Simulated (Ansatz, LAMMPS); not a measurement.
## Aqueous N(CH3)4+ and I-, 1.0 mol of salt per kg of water at 300 K (186 atoms): a reference run and its variants

Density of this cell: 1.06 g/cm³. The cell holds 186 atoms: 4 C, 1 N, 124 H, 56 O and 1 I. Cell: a = 12.360 Å, b = 12.360 Å, c = 12.360 Å, α = 90.0°, β = 90.0°, γ = 90.0°. 56 H2O, 1 N(CH3)4+, 1 I- placed at random, at 1.06 g/cm³; overlaps pushed apart, then 10 ps at 420 K with Joung-Cheatham ions (J. Phys. Chem. B 112, 9020 (2008)); MMFF94 bonds, angles, torsions, charges and radii (Halgren, J. Comput. Chem. 17, 490 (1996)) in harmonic and 12-6 forms; SPC/E water (Berendsen, Grigera and Straatsma, J. Phys. Chem. 91, 6269 (1987)); charges of ions scaled by 0.85. Snapshot after 20 ps at 300 K and fixed volume.

Geometry: as built.

Reference run: Kohn-Sham DFT, PBE+D3(BJ), PAW (set soft_2, large core), plane waves (Ansatz 0.2.0), cutoff 750 eV, Γ point, fermi-dirac smearing of 0.025 eV.

* r.m.s. force component: 0.5432 eV/Å
* gap (highest filled to lowest empty level): 3.857 eV
* SCF cycles: 11
* time: 22 s on 8 threads of AMD EPYC 7R43, shared host

Q: Estimate how much each variant changes the results, and its time and memory.
- support functions medium
- support functions low
- support functions high
- support functions medium, radius 3.3 Å
- support functions medium, radius 3.58 Å
- support functions medium, radius 3.81 Å
- support functions medium, radius 4.09 Å
- support functions medium, radius 4.6 Å
- support functions medium, radius 5.11 Å

Differences are against the run with plane waves at 750 eV (Kohn-Sham DFT, PBE+D3(BJ), PAW (set soft_2, large core), plane waves), whose r.m.s. force component is 0.543 eV/Å. Energies are set beside the reference only for runs with its functional, potentials and electron count. Times are for 8 threads of AMD EPYC 7R43, shared host.

```
                                    run  Δ force, r.m.s. (meV/Å)  share of r.m.s. force (%)  Δ energy (meV/atom)  Δ gap (eV)  cycles     time  host memory (GiB)
                              reference                        -                          -                    -           -      11     22 s                5.5
               support functions medium                     1.93                      0.356               -0.713      2.0e-4      13     72 s                4.8
                  support functions low                     2.07                      0.381               -0.711      5.0e-4      11     59 s                4.7
                 support functions high                     1.76                      0.324               -0.770      1.0e-4      17  5.2 min                 13
 support functions medium, radius 3.3 Å                     1.95                      0.359               -0.713      3.0e-4      13     66 s                4.7
support functions medium, radius 3.58 Å                     1.96                      0.360               -0.713      5.0e-4      12     69 s                5.0
support functions medium, radius 3.81 Å                     1.97                      0.362               -0.713      2.0e-4      12     89 s                5.4
support functions medium, radius 4.09 Å                     1.94                      0.358               -0.713           0      12  1.7 min                5.9
 support functions medium, radius 4.6 Å                     1.97                      0.363               -0.713     -2.0e-4      12  2.3 min                7.2
support functions medium, radius 5.11 Å                     2.01                       0.37               -0.713     -3.0e-4      12  3.2 min                9.0
```

Among numerical settings the force difference runs from 1.8 meV/Å (support functions high) to 2.1 meV/Å (support functions low). At 186 atoms the fastest of the runs at a preset level, support functions low, takes 2.6 times the time of plane waves, in 11 SCF cycles against 11. Differences between support functions and plane waves include what basis error the plane-wave run still has. As the radius goes from 3.3 to 5.11 Å, the force difference goes from 2.0 to 2.0 meV/Å, and the time from 66 s to 3.2 min. 

[Logs are printed without paths, hosts, clocks, repeated set-up lines and the standing remarks that a program may print on its own settings, such as how far it seeks lower states.]

[Hosts, paths, dates, database ids (printed as entryN), source tags and the programs' standing remarks are cut or masked in the printed files.]

[The MMFF94 radii named for the starting cell were scaled by 0.96; in molecules described by MMFF94, hydrogen bound to N, O or S took a small fixed 12-6 site in their place.]
